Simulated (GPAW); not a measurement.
# Optical response of Cr2AsSe, part 2 of 2

Aim: the dielectric function of Cr2AsSe, and the optical constants that follow from it.

GPAW 26.7.0; DFT, revPBE, plane-wave PAW (GPAW data sets), scalar-relativistic, RPA, optical limit.

So far. Step 2 (Ground state): There are states at the Fermi level within the smearing, so the occupations stay smeared and the carriers get a Drude term.

## (4) Dielectric function, RPA

Local fields let the induced charge screen the field inside the cell, which as a rule lowers ε, most along directions where the density is uneven.

This step: DFT, revPBE, plane-wave PAW (GPAW data sets), scalar-relativistic, RPA, optical limit (GPAW 26.7.0).

Input file df.py:

```python
from gpaw.response.df import DielectricFunction

df = DielectricFunction('full.gpw', frequencies={'type': 'nonlinear', 'domega0': 0.03, 'omega2': 8},
                        ecut=50,
                        eta=0.1,
                        nbands=32,
                        rate=0.1,
                        txt='df.txt')
for direction in ['x', 'z']:
    df.get_dielectric_function(xc='RPA', direction=direction, filename=f'df_{direction}.csv')
```

Command:

```bash
OMP_NUM_THREADS=1 python df.py
```

Numbers of over 12 decimals in the logs are rounded to 6 here.

Log:

```text
Using integrator: PointIntegrator
NonLinearFrequencyDescriptor(from 0.000 to 27.644 eV, 380 points)
Nonperiodic BCs:  [False False False]
Using integrator: PointIntegrator
NonLinearFrequencyDescriptor(from 0.000 to 27.644 eV, 380 points)
Nonperiodic BCs:  [False False False]
Using integrator: PointIntegrator

Calculating chi0 body with:
    Ground state adapter containing:
    Number of spins: 2
    Number of kpoints: 600
    Number of irreducible kpoints: 124
    Number of completely occupied states: 5
    Number of partially occupied states: 18

    Linear response parametrization:
    q_c: [0.0, 0.0, 0.0]
    Number of frequency points: 380
    Planewave cutoff: 50.0
    Number of bands: 32
    Number of planewaves: 67
    Broadening (eta): 0.1

Integrating chi0 body.

Symmetries of q_c:
    Direct symmetries (Uq -> q): 4
    Indirect symmetries (TUq -> q): 4
In total 8 allowed symmetries.

124 groups of equivalent kpoints. 79.333333% reduction.

Integral kind: spectral function

Calculating chi0 optical extensions with:
    Ground state adapter containing:
    Number of spins: 2
    Number of kpoints: 600
    Number of irreducible kpoints: 124
    Number of completely occupied states: 5
    Number of partially occupied states: 18

    Linear response parametrization:
    Number of frequency points: 380
    Planewave cutoff: 50.0
    Number of bands: 32
    Number of planewaves: 67
    Broadening (eta): 0.1
Integrating chi0 head and wings.

Symmetries of q_c:
    Direct symmetries (Uq -> q): 4
    Indirect symmetries (TUq -> q): 4
In total 8 allowed symmetries.

124 groups of equivalent kpoints. 79.333333% reduction.

Integral kind: spectral function wings

Calculating drude chi0 with:
    Number of frequency points:380
    Plasma frequency decay rate: 0.1 eV

    Ground state adapter containing:
    Number of spins: 2
    Number of kpoints: 600
    Number of irreducible kpoints: 124
    Number of completely occupied states: 5
    Number of partially occupied states: 18

Symmetries of q_c:
    Direct symmetries (Uq -> q): 4
    Indirect symmetries (TUq -> q): 4
In total 8 allowed symmetries.

124 groups of equivalent kpoints. 79.333333% reduction.

Integral kind: intraband
Plasma frequency:
[[2.12+0.j 0.  +0.j 0.  +0.j]
 [0.  +0.j 2.13-0.j 0.  +0.j]
 [0.  +0.j 0.  +0.j 3.24+0.j]]
```

Wall time 52 s (1 thread of Arm Neoverse V2, shared host); peak memory 0.37 GiB.

Some rows of df_x.csv (energy; Re and Im without local fields; Re and Im with them):

```text
0.000000, 536.255600, 0.000000, 535.496218, 0.000000
0.460735, 11.160686, 41.698160, 10.390285, 41.611384
0.943989, 5.958388, 21.309936, 5.279577, 21.258352
1.451455, 6.740118, 14.245759, 5.966371, 14.155764
1.984998, 6.178254, 11.912445, 5.374826, 11.826900
2.546682, 4.133823, 11.119084, 3.264579, 10.849261
3.138794, 5.448594, 8.946594, 4.383263, 8.391964
3.763875, 4.355103, 10.520122, 3.557944, 9.766179
4.424758, 2.214790, 9.542973, 1.774630, 8.888008
5.124608, 0.266068, 7.666663, -0.205567, 7.057212
5.866977, -0.310119, 5.418281, -0.684534, 4.922479
6.655862, 0.612627, 4.912553, 0.137198, 4.377915
7.495775, 0.798251, 5.189101, 0.341628, 4.460142
8.391833, 0.175761, 4.341963, -0.271590, 3.623227
9.349861, 0.782690, 3.720754, 0.142978, 2.906157
10.376517, 1.217042, 3.608805, 0.193888, 2.622473
11.479449, 2.093510, 6.778955, 0.566169, 2.420570
12.667487, -4.240272, 3.088785, 1.036140, 2.969515
13.950874, -2.339942, 2.833997, 0.905855, 2.474562
15.341572, -1.958440, 1.186590, -0.518181, 3.814714
16.853625, -1.402658, 0.300973, -2.711737, 1.566823
```

Sum at mesh points, not converged in k. Im ε against photon energy; read off at these points:

```tsv
photon energy (eV)	E ∥ x	E ∥ z
0.50	39.6	80.4
1.00	20.3	21.3
1.50	13.8	9.62
2.00	11.8	8.05
2.50	11.1	7.75
3.00	7.73	7.62
3.50	9.05	10.9
3.81	9.86	10.2
4.00	8.95	9.15
4.50	9.13	8.91
5.00	7.30	7.26
5.50	6.24	5.87
6.00	4.53	5.29
6.50	4.59	4.28
7.00	4.03	4.03
7.50	4.46	4.35
8.00	4.12	4.13
8.50	3.44	3.36
9.00	3.23	2.59
9.50	2.96	2.30
10.00	2.90	2.33
10.50	2.55	2.27
11.00	2.56	2.33
11.50	2.43	2.51
12.00	2.55	2.35
12.50	2.72	2.62
12.92	3.47	3.11
13.00	3.39	2.94
13.50	2.43	2.31
14.00	2.60	2.75
14.50	3.80	3.10
14.68	4.19	3.41
15.00	3.37	3.45
15.50	3.80	3.63
16.00	4.13	3.26
16.50	2.43	2.84
17.00	1.25	1.67
```

Values under 1 per cm are given as 1; sum at mesh points, not converged in k. Table of absorption coefficient by photon energy:

```tsv
photon energy (eV)	E ∥ x (1/cm)	E ∥ z (1/cm)
1.01	2.9e5	4.0e5
1.99	3.9e5	3.5e5
3.02	4.7e5	4.2e5
3.98	7.8e5	8.5e5
4.98	9.8e5	9.7e5
6.02	9.5e5	1.1e6
6.99	9.4e5	1.0e6
8.03	1.2e6	1.3e6
9.02	1.2e6	1.2e6
10.03	1.2e6	1.0e6
11.03	1.2e6	1.1e6
12.02	1.2e6	1.2e6
13.00	1.7e6	1.6e6
14.04	1.4e6	1.5e6
14.96	2.1e6	1.9e6
16.03	2.9e6	2.5e6
16.96	2.9e6	2.9e6
```

The Im ε, E ∥ x has structure finer than the step of the table below, so its rows give means over 0.5 eV, whole bins alone (the curve runs from 0.305 to 17.2 eV). Peaks (eV: height): without local fields 3.85: 10.7, 11.79: 9.79; with local fields 3.81: 9.86, 14.68: 4.20.

Sum at mesh points, not converged in k. Table of Im ε, E ∥ x by photon energy; means over each step:

```tsv
photon energy (eV)	without local fields	with local fields
1.0	19.4	19.4
1.5	13.8	13.7
2.0	12.4	12.3
2.5	10.9	10.7
3.0	8.73	8.36
3.5	9.60	8.95
4.0	10.1	9.26
4.5	9.46	8.85
5.0	7.95	7.37
5.5	6.73	6.17
6.0	5.13	4.65
6.5	5.04	4.49
7.0	4.73	4.11
7.5	5.14	4.40
8.0	4.85	4.11
8.5	4.31	3.56
9.0	3.97	3.18
9.5	3.81	2.92
10.0	3.93	2.86
10.5	3.93	2.62
11.0	4.84	2.58
11.5	7.22	2.44
12.0	8.01	2.57
12.5	4.20	2.77
13.0	2.34	3.32
13.5	2.25	2.44
14.0	2.61	2.58
14.5	1.71	3.71
15.0	1.25	3.61
15.5	1.13	3.83
16.0	0.809	3.91
16.5	0.458	2.48
```

The loss function −Im 1/ε at q → 0 has structure finer than the step of the table below, so its rows give means over 0.5 eV, whole bins alone (the curve runs from 0.305 to 17.2 eV). Peaks (eV: height): E ∥ x 11.25: 0.404, 13.69: 0.444, 15.05: 0.302; E ∥ z 7.21: 0.276, 9.55: 0.451, 13.43: 0.425.

Sum at mesh points, not converged in k. Table of loss function −Im 1/ε at q → 0 by energy loss; means over each step:

```tsv
energy loss (eV)	E ∥ x	E ∥ z
1.0	0.0498	0.0410
1.5	0.0614	0.0888
2.0	0.0698	0.116
2.5	0.0852	0.101
3.0	0.101	0.0839
3.5	0.0931	0.0839
4.0	0.101	0.107
4.5	0.111	0.116
5.0	0.136	0.139
5.5	0.161	0.169
6.0	0.214	0.197
6.5	0.222	0.228
7.0	0.239	0.247
7.5	0.226	0.234
8.0	0.244	0.241
8.5	0.281	0.289
9.0	0.315	0.365
9.5	0.342	0.424
10.0	0.349	0.425
10.5	0.376	0.418
11.0	0.383	0.399
11.5	0.388	0.374
12.0	0.365	0.395
12.5	0.328	0.344
13.0	0.297	0.345
13.5	0.409	0.398
14.0	0.355	0.361
14.5	0.258	0.310
15.0	0.276	0.273
15.5	0.252	0.252
16.0	0.207	0.261
16.5	0.169	0.218
```

The reflectivity at normal incidence has structure finer than the step of the table below, so its rows give means over 0.5 eV, whole bins alone (the curve runs from 0.305 to 17.2 eV). Peaks (eV: height): E ∥ x 4.65: 39.3, 13.25: 26.4; E ∥ z 0.52: 79.1, 3.94: 40.3, 8.03: 32.8.

Sum at mesh points, not converged in k. Reflectivity at normal incidence against photon energy; means over each step:

```tsv
photon energy (eV)	E ∥ x (%)	E ∥ z (%)
1.0	49.4	63.2
1.5	42.2	47.9
2.0	40.5	33.7
2.5	38.5	31.7
3.0	33.6	32.2
3.5	34.6	38.0
4.0	36.7	37.9
4.5	37.9	38.7
5.0	37.6	37.1
5.5	36.3	36.2
6.0	31.6	33.2
6.5	28.3	29.4
7.0	25.4	28.4
7.5	27.4	26.3
8.0	28.1	31.4
8.5	27.1	29.7
9.0	25.6	27.6
9.5	22.5	21.8
10.0	22.0	18.3
10.5	20.1	17.1
11.0	19.7	16.3
11.5	17.2	17.1
12.0	17.4	16.2
12.5	17.3	16.7
13.0	23.9	21.2
13.5	21.6	17.7
14.0	16.5	18.8
14.5	23.0	19.2
15.0	28.6	24.7
15.5	32.0	33.5
16.0	41.2	36.6
16.5	56.4	46.9
```

Optical constants at common wavelengths, from n + ik = √ε:

```tsv
wavelength (nm)	n x	k x	R (%) x	1/α x	n z	k z	R (%) z	1/α z
1064	3.18	2.392	45.2	35 nm	2.47	3.544	59.8	24 nm
800	3.20	2.096	41.9	30 nm	2.09	2.261	43.0	28 nm
633	3.02	1.960	39.6	26 nm	2.31	1.758	34.2	29 nm
450	2.48	1.904	36.9	19 nm	2.54	1.394	29.8	26 nm
365	2.62	1.648	33.7	18 nm	2.84	1.846	37.4	16 nm
308	2.34	1.864	36.0	13 nm	2.18	2.022	38.6	12 nm
248	1.89	1.933	37.5	10 nm	1.89	1.918	37.2	10 nm
```

In reflection the computed colour is grey: x = 0.319, y = 0.336, luminous reflectivity 36 %.

## (5) What came out

At this level (revPBE, RPA) Cr2AsSe is a metal. The mesh is too coarse to trust the carriers' weight, the reflectivity or the colour to better than tens of per cent. In reflection the computed colour is grey: x = 0.319, y = 0.336, luminous reflectivity 36 %. The carriers' damping of 0.1 eV is typed, not computed; it shapes the response at the lowest energies. The magnetic state comes from one start and need not be the lowest. The curves end at 17 eV, about where the summed bands run out. In this version of GPAW the matrix elements of the optical limit are incomplete, which can lower ε − 1 by up to a tenth where first-row anions or d states rule, and shift it by more in d metals. GPAW's carrier term has the form −ωp²/(ω + i·rate)², which damps like twice the rate and fails at low energy, so the curves leave the lowest energies out. The sum runs over mesh points 0.19 Å⁻¹ apart with no interpolation, so peaks are partly noise of the mesh, and the Drude plasma energy, a sum over the Fermi surface, isn't converged.

[Machine, clock and banner lines and Python warnings are left out of the logs.]

[Logs are printed without paths, hosts, clocks, repeated set-up lines and the standing remarks that a program may print on its own settings, such as how far it seeks lower states.]

[Hosts, paths, dates, database ids (printed as entryN), source tags and the programs' standing remarks are cut or masked in the printed files.]
